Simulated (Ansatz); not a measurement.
# Direct or indirect: CaMgBr4 (P2/m)

```cif
data_structure
_symmetry_space_group_name_H-M 'P2/m'
_symmetry_Int_Tables_number 10
_cell_length_a 6.4983
_cell_length_b 4.1419
_cell_length_c 6.7945
_cell_angle_alpha 90.000
_cell_angle_beta 90.253
_cell_angle_gamma 90.000
_cell_volume 182.88
loop_
_atom_site_label
_atom_site_type_symbol
_atom_site_symmetry_multiplicity
_atom_site_Wyckoff_symbol
_atom_site_fract_x
_atom_site_fract_y
_atom_site_fract_z
_atom_site_occupancy
Br1 Br 2 n 0.75763 0.50000 0.82048 1
Br2 Br 2 m 0.28364 0.00000 0.65803 1
Ca1 Ca 1 a 0.00000 0.00000 0.00000 1
Mg1 Mg 1 h 0.50000 0.50000 0.50000 1
```

Method: Ansatz, PBE, independent particles, without spin-orbit coupling, line width 0.1 eV (Gaussian). The band structure gives a fundamental gap of 3.58 eV. The spectrum of vertical transitions near the edge:

```tsv
E (eV)	Im ε, E ∥ x	Im ε, E ∥ y	Im ε, E ∥ z
3.12	0.00	0.00	0.00
3.24	0.00	0.00	0.00
3.36	0.00	0.00	0.00
3.48	0.00	0.00	0.00
3.60	0.03	0.02	0.00
3.72	0.18	0.15	0.00
3.84	0.34	0.30	0.01
3.96	0.44	0.39	0.06
4.08	0.52	0.45	0.16
4.20	0.59	0.48	0.22
4.32	0.65	0.50	0.25
4.44	0.71	0.52	0.25
4.56	0.76	0.55	0.25
4.68	0.83	0.61	0.26
4.80	1.00	0.69	0.29
4.92	1.41	0.99	0.41
```

(1) Is the gap direct or indirect, and about where do vertical transitions set in?

Results:

(1) Direct: the band path has its least direct gap at the fundamental one, 3.58 eV, and the curves rise from there. Lines are broadened by 0.1 eV, which spreads the edge.

Cells made by substitution are models, which may or may not match a known phase.

[Logs are printed without paths, hosts, clocks, repeated set-up lines and the standing remarks that a program may print on its own settings, such as how far it seeks lower states.]
